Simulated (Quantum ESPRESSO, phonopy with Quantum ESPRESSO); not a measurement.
## Grüneisen parameters and expansion of BP (F-43m)

Wanted: mode Grüneisen parameters of BP and a free-energy fit over volumes.

Measurements to reproduce:
- volume expansion coefficient 9.6 1e-6/K near room temperature (given in “Thermal expansion coefficients of high thermal conducting BAs and BP materials (three times its linear coefficient)”, 2019, arxiv:1906.04101)

Method: DFT LDA, scalar-relativistic, plane waves, GBRV ultrasoft pseudopotentials, in Quantum ESPRESSO 7.5.

Most raw output is cut from this account.

## 1. The starting structure

The structure is cubic, space group F-43m (No. 216). Conventional cell: a = 4.538 Å, b = 4.538 Å, c = 4.538 Å, α = 90.00°, β = 90.00°, γ = 90.00°. Nearest to B lie 4 P at 1.97 Å. P has 4 B at 1.97 Å nearest. Farther neighbours are not listed.

## 2. Probe on a coarse mesh

Before spending time, one coarse run tells the gap and the pressure of the starting cell.

probe.in

```
 &control
    calculation='scf',
    prefix='x',
    outdir='./tmp',
    pseudo_dir='./pseudo',
    tprnfor=.true.,
    tstress=.true.,
    verbosity='high',
 /
 &system
    ibrav=0,
    nat=2,
    ntyp=2,
    ecutwfc=30.0,
    ecutrho=180.0,
    occupations='smearing',
    smearing='gaussian',
    degauss=0.01,
 /
 &electrons
    conv_thr=1.0d-07,
    mixing_beta=0.7,
    electron_maxstep=100,
 /
ATOMIC_SPECIES
 B      10.8100  B.upf
 P      30.9738  P.upf
CELL_PARAMETERS angstrom
     0.000000000    2.269000000    2.269000000
     2.269000000    0.000000000    2.269000000
     2.269000000    2.269000000    0.000000000
ATOMIC_POSITIONS crystal
 B      0.000000000   0.000000000   0.000000000
 P      0.250000000   0.250000000   0.250000000
K_POINTS automatic
 6 6 6 0 0 0
```

Run with:

```console
$ OMP_NUM_THREADS=1 mpirun -n 4 pw.x -nk 4 -in probe.in > probe.out
```

Run time: 2.9 s. Hardware: 4 MPI ranks of Intel Xeon Platinum 8175M at 2.50GHz (Skylake/Cascade Lake), shared host; 9.2 s of CPU time.

A gap read on the k-mesh alone can miss the band edges.

Numbers from this step:

| Item | Value |
| --- | --- |
| volume per atom | 11.68 Å³ |
| pressure | -5.555 GPa |
| gap on the k-mesh | 1.293 eV |

The start is under -5.6 GPa at this level and looks like an insulator or semiconductor on this mesh.

## 3. Relaxation

The vibrations must be taken about the equilibrium of this functional, not about the starting cell, so the structure is relaxed.

relax.in

```
 &control
    calculation='vc-relax',
    prefix='x',
    outdir='./tmp',
    pseudo_dir='./pseudo',
    tprnfor=.true.,
    tstress=.true.,
    forc_conv_thr=2.0d-05,
    etot_conv_thr=1.0d-07,
    nstep=40,
 /
 &system
    ibrav=0,
    nat=2,
    ntyp=2,
    ecutwfc=30.0,
    ecutrho=180.0,
    occupations='fixed',
    nbnd=6,
 /
 &electrons
    conv_thr=1.0d-11,
    mixing_beta=0.7,
    electron_maxstep=100,
 /
 &ions
 /
 &cell
    press_conv_thr=0.1,
 /
ATOMIC_SPECIES
 B      10.8100  B.upf
 P      30.9738  P.upf
CELL_PARAMETERS angstrom
     0.000000000    2.269000000    2.269000000
     2.269000000    0.000000000    2.269000000
     2.269000000    2.269000000    0.000000000
ATOMIC_POSITIONS crystal
 B      0.000000000   0.000000000   0.000000000
 P      0.250000000   0.250000000   0.250000000
K_POINTS automatic
 10 10 10 0 0 0
```

Run with:

```console
$ OMP_NUM_THREADS=1 mpirun -n 4 pw.x -nk 4 -in relax.in > relax.out
```

Run time: 9.8 s. Hardware: 4 MPI ranks.

The steps of the relaxation:

```csv
step,energy less that of the first step (eV),largest force (eV/Å),volume (Å³)
1,0.0000,0.0000,23.36
2,-0.0137,0.0000,22.69
3,-0.0139,0.0000,22.59
4,-0.0139,0.0000,22.59
5,-0.0101,0.0000,22.59
```

```csv
"conventional cell, symmetrised",before,after,change
a (Å),4.538,4.488,-1.1 %
b (Å),4.538,4.488,-1.1 %
c (Å),4.538,4.488,-1.1 %
volume (Å³/atom),11.68,11.30,-3.3 %
```

Final coordinates:

```
B P
1.0
     0.00000    2.24380    2.24380
     2.24380    0.00000    2.24380
     2.24380    2.24380    0.00000
B P
1 1
Cartesian
  0.0000 0.0000 0.0000
  1.1219 1.1219 1.1219
```

Numbers from this step:

- volume per atom: 11.30 Å³
- pressure: -0.132 GPa
- gap on the k-mesh: 1.143 eV

After the last step pw.x solved the final cell once more on a basis chosen for it, which moves the energy without moving the atoms.

## 4. Ground state at this cell

A tight ground state at this cell gives the energy of this member; its pressure is the stress at this cutoff, which can carry an offset from the finite basis.

scf.in

```
 &control
    calculation='scf',
    prefix='x',
    outdir='./tmp',
    pseudo_dir='./pseudo',
    tprnfor=.true.,
    tstress=.true.,
 /
 &system
    ibrav=0,
    nat=2,
    ntyp=2,
    ecutwfc=30.0,
    ecutrho=180.0,
    occupations='fixed',
    nbnd=6,
 /
 &electrons
    conv_thr=1.0d-12,
    mixing_beta=0.7,
    electron_maxstep=100,
 /
ATOMIC_SPECIES
 B      10.8100  B.upf
 P      30.9738  P.upf
CELL_PARAMETERS angstrom
     0.000000000    2.243796736    2.243796736
     2.243796736    0.000000000    2.243796736
     2.243796736    2.243796736    0.000000000
ATOMIC_POSITIONS crystal
 B      0.000000000   0.000000000   0.000000000
 P      0.250000000   0.250000000   0.250000000
K_POINTS automatic
 12 12 12 0 0 0
```

Run with:

```console
$ OMP_NUM_THREADS=1 mpirun -n 4 pw.x -nk 4 -in scf.in > scf.out
```

It took 4.1 s on 4 MPI ranks.

Numbers from this step:

- pressure: -0.1390 GPa
- gap on the k-mesh: 1.137 eV

On a basis chosen for the relaxed cell the pressure is -0.14 GPa, small enough for phonons.

## 5. Zone-centre response

In a polar crystal the Born charges and ε∞ give the long-range dipole term that a finite supercell misses. They are those of this k-mesh and were not tested on a denser one; where the gap is small they converge slowly, and the LO modes with them.

ph.in

```
phonons
 &inputph
    prefix='x',
    outdir='./tmp',
    fildyn='x.dyn',
    tr2_ph=1.0d-18,
    epsil=.true.,
 /
0.000000000 0.000000000 0.000000000
```

scf.in is that of step 4.

Run with:

```console
$ OMP_NUM_THREADS=1 mpirun -n 4 ph.x -nk 4 -in ph.in > ph.out
```

It took 39 s on 4 MPI ranks.

This step gave:

| Item | Value |
| --- | --- |
| Γ frequencies | -13.15, -13.15, -13.15, 823.4, 823.4, 823.4 cm⁻¹ (negative: imaginary) |
| Γ symmetry | T_2 G_15 P_4 I+R, T_2 G_15 P_4 I+R, T_2 G_15 P_4 I+R, T_2 G_15 P_4 I+R, T_2 G_15 P_4 I+R, T_2 G_15 P_4 I+R |

ε∞:

```
9.21 0.00 0.00
0.00 9.21 0.00
0.00 0.00 9.21
```

Born charge (rows field, columns displacement), before the sum rule (e), principal values of the symmetric part by kind of site:

```csv
atom,atoms with these values,low,middle,high,mean
B1,1,-0.6312,-0.6312,-0.6312,-0.6312
P2,1,0.6349,0.6349,0.6349,0.6349
```

In full for P2:

```
0.6349 0.0000 0.0000
0.0000 0.6349 0.0000
0.0000 0.0000 0.6349
```

The Born charges sum to zero within 0.0037 e; the rest is removed before use. Acoustic frequencies in this log differ from zero by the error of the sum rule, which ph.x does not impose.

## 6. A displaced supercell

One atom (for the harmonic constants) or a pair of atoms (for the cubic ones) is moved by a few hundredths of an ångström; the forces on all atoms give a column of force constants. The threshold is tight because the forces are small.

System of this step: BP. The cell holds 54 atoms: 27 B and 27 P. Its edges and angles: a = 9.520 Å, b = 9.520 Å, c = 9.520 Å, α = 60.0°, β = 60.0°, γ = 60.0°. It derives from BP, repeated 3×3×3.

disp-00001.in

```
 &control
    calculation='scf',
    prefix='x',
    outdir='./tmp',
    pseudo_dir='./pseudo',
    tprnfor=.true.,
    disk_io='none',
 /
 &system
    ibrav=0,
    nat=54,
    ntyp=2,
    ecutwfc=30.0,
    ecutrho=180.0,
    occupations='fixed',
    nbnd=110,
 /
 &electrons
    conv_thr=1.0d-11,
    mixing_beta=0.7,
    electron_maxstep=100,
 /
ATOMIC_SPECIES
 B      10.8100  B.upf
 P      30.9738  P.upf
CELL_PARAMETERS angstrom
     0.000000000    6.731390208    6.731390208
     6.731390208    0.000000000    6.731390208
     6.731390208    6.731390208    0.000000000
ATOMIC_POSITIONS crystal
 B      0.002100923   0.000000000   0.000000000
 B      0.333333333   0.000000000   0.000000000
 B      0.666666667   0.000000000   0.000000000
 B      0.000000000   0.333333333   0.000000000
 B      0.333333333   0.333333333   0.000000000
 B      0.666666667   0.333333333   0.000000000
 B      0.000000000   0.666666667   0.000000000
 B      0.333333333   0.666666667   0.000000000
[... 42 atom lines left out ...]
 P      0.750000000   0.416666667   0.750000000
 P      0.083333333   0.750000000   0.750000000
 P      0.416666667   0.750000000   0.750000000
 P      0.750000000   0.750000000   0.750000000
K_POINTS automatic
 3 3 3 0 0 0
```

Run with:

```console
$ OMP_NUM_THREADS=1 mpirun -n 2 pw.x -nk 2 -in disp-00001.in > disp-00001.out
```

Elapsed: 9.4 min, on 2 MPI ranks.

This step gave:

```yaml
gap_on_the_k_mesh: 1.149 eV
```

Force (size) by element, in eV/Å:

```csv
element,atoms,mean,spread (r.m.s.),least,largest
B,27,0.021,0.077,0.000,0.410
P,27,0.018,0.044,0.000,0.174
```

The atoms with the largest values:

```csv
atom,"x, y, z (Å)",force (eV/Å)
B1,"0.00, 0.01, 0.01","-0.011, -0.290, -0.290"
P28,"1.12, 1.12, 1.12","0.077, 0.110, 0.110"
P30,"1.12, 5.61, 5.61","-0.067, 0.102, 0.102"
P34,"5.61, 1.12, 5.61","0.001, 0.035, 0.035"
P46,"5.61, 5.61, 1.12","0.001, 0.035, 0.035"
B7,"4.49, 0.00, 4.49","0.009, -0.014, 0.009"
B19,"4.49, 4.49, 0.00","0.009, 0.009, -0.014"
B20,"4.49, 6.73, 2.24","-0.009, -0.013, 0.009"
```

At this level the gap is 1.15 eV on the k-mesh of the self-consistent run, which can miss the band edges.

## 7. A displaced supercell

disp-00002.in, as its differences from disp-00001.in of step 6:

```diff
@@ -30,3 +30,3 @@
 ATOMIC_POSITIONS crystal
- B      0.002100923   0.000000000   0.000000000
+ B      0.000000000   0.000000000   0.000000000
  B      0.333333333   0.000000000   0.000000000
@@ -57,3 +57,3 @@
  B      0.666666667   0.666666667   0.666666667
- P      0.083333333   0.083333333   0.083333333
+ P      0.085434257   0.083333333   0.083333333
  P      0.416666667   0.083333333   0.083333333
```

Run with:

```console
$ OMP_NUM_THREADS=1 mpirun -n 2 pw.x -nk 2 -in disp-00002.in > disp-00002.out
```

The job ended after 9.8 min (2 MPI ranks).

## 8. Phonons, V/V0 1

This step: DFT LDA, scalar-relativistic, plane waves, GBRV ultrasoft pseudopotentials (phonopy with Quantum ESPRESSO 4.10.0 / 7.5).

The job ended after 9.8 min (4 threads; 38 min of CPU time).

This step gave:

| Property | Result |
| --- | --- |
| point group | -43m |
| highest frequency | 831.6 cm⁻¹ |
| Debye temperature from the second moment | 1115 K |
| lowest frequency on the path | 0 cm⁻¹ |
| zero-point energy | 0.2062 eV/cell |
| Γ frequencies | 0, 0, 0, 823.9, 823.9, 823.9 cm⁻¹ (negative: imaginary) |

Phonopy, LO-TO term from ph.x's tensors. Phonon branches along the path, in cm⁻¹:

```csv
point,branch 1,branch 2,branch 3,branch 4,branch 5,branch 6
Γ,0,0,0,824,824,831
halfway,238,238,371,776,776,827
X,309,309,533,721,721,804
halfway,308,341,519,713,724,805
U,302,402,482,698,734,808
jump to K,302,402,482,698,734,808
halfway,211,273,377,779,790,810
Γ,0,0,0,824,824,831
halfway,175,175,356,801,801,812
L,223,223,515,777,781,781
halfway,281,348,486,719,757,806
W,353,401,458,701,725,806
halfway,331,345,506,711,723,805
X,309,309,533,721,721,804
```

Harmonic. Thermo, by row:

```csv
T (K),F_vib (meV/atom),S (J/mol-atom/K),C_V (J/mol-atom/K)
0,103.1,0,0
50,103.1,0.109,0.402
100,102.8,1.081,2.991
150,101.8,2.907,6.233
200,99.73,5.131,9.338
250,96.46,7.52,12.11
300,91.94,9.94,14.43
350,86.17,12.31,16.3
400,79.19,14.59,17.78
450,71.07,16.75,18.95
500,61.85,18.8,19.87
550,51.6,20.73,20.61
600,40.39,22.55,21.21
650,28.25,24.27,21.7
700,15.25,25.89,22.1
750,1.44,27.43,22.43
800,-13.16,28.88,22.71
850,-28.49,30.27,22.95
900,-44.52,31.58,23.15
950,-61.21,32.84,23.32
1000,-78.54,34.04,23.47
```

The modes has structure finer than the step of the table below, so its rows give means over 20 cm⁻¹, whole bins alone (the curve runs from -10 to 866 cm⁻¹). Peaks (cm⁻¹: height): B 805.9: 0.0467; P 304.2: 0.0128, 469.6: 0.0133, 805.9: 0.00718.

Phonopy on the run's constants, 21x21x21 mesh, Gaussian sigma 6.3 cm⁻¹. The modes by wavenumber; means over each step; values in 1/cm⁻¹/cell:

```csv
wavenumber (cm⁻¹),B,P
0,2.7e-6,1.1e-5
20,2.4e-6,6.1e-6
40,2.6e-5,7.7e-5
60,4.2e-5,1.2e-4
80,1.2e-4,3.4e-4
100,1.3e-4,3.9e-4
120,2.5e-4,7.3e-4
140,3.5e-4,0.00106
160,4.4e-4,0.00135
180,7.1e-4,0.00222
200,9.9e-4,0.00322
220,0.00168,0.00562
240,0.00222,0.00773
260,0.00233,0.00854
280,0.00262,0.0102
300,0.00281,0.0119
320,0.00212,0.00972
340,0.00141,0.00705
360,0.00111,0.00575
380,0.00103,0.00566
400,9.7e-4,0.00555
420,6.0e-4,0.00376
440,5.4e-4,0.00468
460,6.7e-4,0.0108
480,5.4e-4,0.0114
500,2.0e-4,0.00601
520,4.1e-5,0.00192
540,1.5e-6,1.9e-4
560,0,5.7e-7
580,0,0
600,0,0
620,0,0
640,0,0
660,0,0
680,3.1e-4,8.1e-6
700,0.00848,4.1e-4
720,0.0146,0.00202
740,0.0180,0.00375
760,0.0175,0.00427
780,0.0152,0.00411
800,0.0312,0.00545
820,0.0194,0.00356
840,0.00131,3.6e-4
```

No LO-TO term. The modes at Γ (shares of kinetic energy by element, %):

```csv
mode,frequency (cm⁻¹),symmetry,B %,P %
1,0.0,T2,26,74
2,0.0,T2,26,74
3,0.0,T2,26,74
4,823.9,T2,74,26
5,823.9,T2,74,26
6,823.9,T2,74,26
```

Displacements in mode 6 (823.9 cm⁻¹), the largest set to 1:
```
B1   1.00  0.00  0.00
P2  -0.35  0.00  0.00
```

No mode is imaginary beyond numerical noise along the path.

The time given is that of the 2 pw.x runs on displaced cells behind this step.

The supercell is 7.8 Å across at its narrowest and was not tested against a larger one: only its own wavevectors are exact, and acoustic branches between them, with the entropy at low temperature, can be off.

## 9. Self-consistent run, V/V0 1.015

This step: DFT LDA, scalar-relativistic, plane waves, GBRV ultrasoft pseudopotentials (Quantum ESPRESSO 7.5).

System of this step: BP. It takes space group F-43m (No. 216, cubic). Conventional cell: a = 4.510 Å, b = 4.510 Å, c = 4.510 Å, α = 90.00°, β = 90.00°, γ = 90.00°. Nearest to B lie 4 P at 1.95 Å. P has 4 B at 1.95 Å nearest. Farther neighbours are not listed.

Changes to scf.in since step 5:

```diff
@@ -26,5 +26,5 @@
 CELL_PARAMETERS angstrom
-     0.000000000    2.243796736    2.243796736
-     2.243796736    0.000000000    2.243796736
-     2.243796736    2.243796736    0.000000000
+     0.000000000    2.254960088    2.254960088
+     2.254960088    0.000000000    2.254960088
+     2.254960088    2.254960088    0.000000000
 ATOMIC_POSITIONS crystal
```

Run with:

```console
$ OMP_NUM_THREADS=1 mpirun -n 4 pw.x -nk 4 -in scf.in > scf.out
```

It took 4.1 s on 4 MPI ranks.

At this level the gap is 1.16 eV on the k-mesh of the self-consistent run, which can miss the band edges.

## 10. Zone-centre response

ph.in is that of step 5.

scf.in is that of step 9.

Run with:

```console
$ OMP_NUM_THREADS=1 mpirun -n 4 ph.x -nk 4 -in ph.in > ph.out
```

It took 36 s on 4 MPI ranks.

ε∞:

```
9.22 0.00 0.00
0.00 9.22 0.00
0.00 0.00 9.22
```

The Born charges sum to zero within 0.0037 e; the rest is removed before use. Acoustic frequencies in this log differ from zero by the error of the sum rule, which ph.x does not impose.

## 11. Forces on a displaced cell

System of this step: BP. The cell holds 54 atoms: 27 B and 27 P. Cell: a = 9.567 Å, b = 9.567 Å, c = 9.567 Å, α = 60.0°, β = 60.0°, γ = 60.0°. It derives from BP, repeated 3×3×3.

Changes to disp-00001.in since step 6:

```diff
@@ -26,7 +26,7 @@
 CELL_PARAMETERS angstrom
-     0.000000000    6.731390208    6.731390208
-     6.731390208    0.000000000    6.731390208
-     6.731390208    6.731390208    0.000000000
+     0.000000000    6.764880263    6.764880263
+     6.764880263    0.000000000    6.764880263
+     6.764880263    6.764880263    0.000000000
 ATOMIC_POSITIONS crystal
- B      0.002100923   0.000000000   0.000000000
+ B      0.002090523   0.000000000   0.000000000
  B      0.333333333   0.000000000   0.000000000
```

Run with:

```console
$ OMP_NUM_THREADS=1 mpirun -n 2 pw.x -nk 2 -in disp-00001.in > disp-00001.out
```

The job ended after 9.7 min (2 MPI ranks).

## 12. Lattice dynamics at this volume, V/V0 1.015

This step: DFT LDA, scalar-relativistic, plane waves, GBRV ultrasoft pseudopotentials (phonopy with Quantum ESPRESSO 4.10.0 / 7.5).

The job ended after 10 min (4 threads; 39 min of CPU time).

Phonopy, LO-TO term from ph.x's tensors. Phonon branches along the path, in cm⁻¹:

```csv
point,branch 1,branch 2,branch 3,branch 4,branch 5,branch 6
Γ,0,0,0,812,812,818
halfway,237,237,366,762,762,814
X,310,310,526,704,704,791
halfway,308,340,512,698,708,791
U,302,400,475,684,718,793
jump to K,302,400,475,684,718,793
halfway,211,270,372,766,777,797
Γ,0,0,0,812,812,818
halfway,175,175,350,788,788,800
L,224,224,507,765,767,767
halfway,281,346,479,706,742,790
W,352,400,451,689,708,790
halfway,331,344,499,697,707,790
X,310,310,526,704,704,791
```

No mode is imaginary beyond numerical noise along the path. The highest zone-centre mode (no LO–TO term) moved by -1.5 % for a volume change of +1.5 %.

The time given is that of the 2 pw.x runs on displaced cells behind this step.

## 13. Ground state at this cell, V/V0 0.985

This step: DFT LDA, scalar-relativistic, plane waves, GBRV ultrasoft pseudopotentials (Quantum ESPRESSO 7.5).

System of this step: BP. Symmetry: F-43m, No. 216, cubic system. Conventional cell: a = 4.465 Å, b = 4.465 Å, c = 4.465 Å, α = 90.00°, β = 90.00°, γ = 90.00°. Nearest to B lie 4 P at 1.93 Å. Nearest to P lie 4 B at 1.93 Å. Farther neighbours are not listed.

Changes to scf.in since step 10:

```diff
@@ -26,5 +26,5 @@
 CELL_PARAMETERS angstrom
-     0.000000000    2.254960088    2.254960088
-     2.254960088    0.000000000    2.254960088
-     2.254960088    2.254960088    0.000000000
+     0.000000000    2.232521185    2.232521185
+     2.232521185    0.000000000    2.232521185
+     2.232521185    2.232521185    0.000000000
 ATOMIC_POSITIONS crystal
```

Run with:

```console
$ OMP_NUM_THREADS=1 mpirun -n 4 pw.x -nk 4 -in scf.in > scf.out
```

Wall time 4.2 s (4 MPI ranks); 16 s of CPU time.

The run ends at a pressure of 2.60 GPa.

## 14. Born charges and dielectric tensor

ph.in is that of step 10.

scf.in is that of step 13.

Run with:

```console
$ OMP_NUM_THREADS=1 mpirun -n 4 ph.x -nk 4 -in ph.in > ph.out
```

Run time: 40 s. Hardware: 4 MPI ranks.

The Born charges sum to zero within 0.0038 e; the rest is removed before use. Acoustic frequencies in this log differ from zero by the error of the sum rule, which ph.x does not impose.

## 15. A displaced supercell

System of this step: BP. The cell holds 54 atoms: 27 B and 27 P. Its edges and angles: a = 9.472 Å, b = 9.472 Å, c = 9.472 Å, α = 60.0°, β = 60.0°, γ = 60.0°. It derives from BP, repeated 3×3×3.

Changes to disp-00001.in since step 11:

```diff
@@ -26,7 +26,7 @@
 CELL_PARAMETERS angstrom
-     0.000000000    6.764880263    6.764880263
-     6.764880263    0.000000000    6.764880263
-     6.764880263    6.764880263    0.000000000
+     0.000000000    6.697563556    6.697563556
+     6.697563556    0.000000000    6.697563556
+     6.697563556    6.697563556    0.000000000
 ATOMIC_POSITIONS crystal
- B      0.002090523   0.000000000   0.000000000
+ B      0.002111534   0.000000000   0.000000000
  B      0.333333333   0.000000000   0.000000000
```

Run with:

```console
$ OMP_NUM_THREADS=1 mpirun -n 2 pw.x -nk 2 -in disp-00001.in > disp-00001.out
```

Wall time 10 min (2 MPI ranks).

## 16. Lattice dynamics at this volume, V/V0 0.985

This step: DFT LDA, scalar-relativistic, plane waves, GBRV ultrasoft pseudopotentials (phonopy with Quantum ESPRESSO 4.10.0 / 7.5).

Wall time 10 min (4 threads); 40 min of CPU time.

No mode is imaginary beyond numerical noise along the path. The highest zone-centre mode (no LO–TO term) moved by +1.5 % for a volume change of -1.5 %.

The time given is that of the 2 pw.x runs on displaced cells behind this step.

## 17. Ground state at this cell, V/V0 1.03

This step: DFT LDA, scalar-relativistic, plane waves, GBRV ultrasoft pseudopotentials (Quantum ESPRESSO 7.5).

System of this step: BP. It takes space group F-43m (No. 216, cubic). The conventional cell has a = 4.532 Å, b = 4.532 Å, c = 4.532 Å, α = 90.00°, β = 90.00°, γ = 90.00°. Nearest to B lie 4 P at 1.96 Å. Nearest to P lie 4 B at 1.96 Å. Farther neighbours are not listed.

Changes to scf.in since step 14:

```diff
@@ -26,5 +26,5 @@
 CELL_PARAMETERS angstrom
-     0.000000000    2.232521185    2.232521185
-     2.232521185    0.000000000    2.232521185
-     2.232521185    2.232521185    0.000000000
+     0.000000000    2.266013990    2.266013990
+     2.266013990    0.000000000    2.266013990
+     2.266013990    2.266013990    0.000000000
 ATOMIC_POSITIONS crystal
```

Run with:

```console
$ OMP_NUM_THREADS=1 mpirun -n 4 pw.x -nk 4 -in scf.in > scf.out
```

Elapsed: 4.2 s, on 4 MPI ranks; 16 s of CPU time.

The run ends at a pressure of -5.07 GPa.

(Continued in part 2 of 2.)

[Logs are printed without paths, hosts, clocks, repeated set-up lines and the standing remarks that a program may print on its own settings, such as how far it seeks lower states.]

[Hosts, paths, dates, database ids (printed as entryN), source tags and the programs' standing remarks are cut or masked in the printed files.]

[A step with changed settings may run another functional than the one named; its input shows which.]

[Of the runs on displaced cells, only some may be shown.]
